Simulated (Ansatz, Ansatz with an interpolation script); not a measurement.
Rows from a G0W0 calculation on Si3N4 (P6_3/m) (Ansatz 0.2.0; G0W0 on LDA, plane waves, PAW; PAW set soft_1; 3×3×6 mesh, 489 empty bands, screening to 130 eV, PAW set soft_1 files), in eV. Spin-orbit coupling is left out.

```
row      Σx     Σc     Vxc     Z
  A   -7.29  -4.51  -12.95  0.83
  B   -8.11  -4.79  -14.13  0.82
  C  -21.88   3.10  -18.10  0.79
  D   -7.85  -4.16  -12.91  0.83
  E  -21.77   3.22  -17.84  0.79
  F   -6.67  -4.14  -11.69  0.83
```

Question: Which rows are filled states and which are empty ones, and how can one tell?

Filled: C and E. Empty: A, B, D and F. The sign of Σc tells: for a filled state bare exchange, which holds its interaction with itself, lies below Vxc (Σx − Vxc is -3.8 eV or lower here) and screening gives part back as a positive Σc. For an empty state Σx lies above Vxc (+5.0 eV or more) and the Coulomb hole leaves Σc negative.

[Paths, hosts, dates, memory and timing lines, banners, echoed tables and standing remarks are left out of the program output.]

[Logs are printed without paths, hosts, clocks, repeated set-up lines and the standing remarks that a program may print on its own settings, such as how far it seeks lower states.]

[Runs of the session that timed out or met a known fault of the program may be left out.]

[Hosts, paths, dates, database ids (printed as entryN), source tags and the programs' standing remarks are cut or masked in the printed files.]
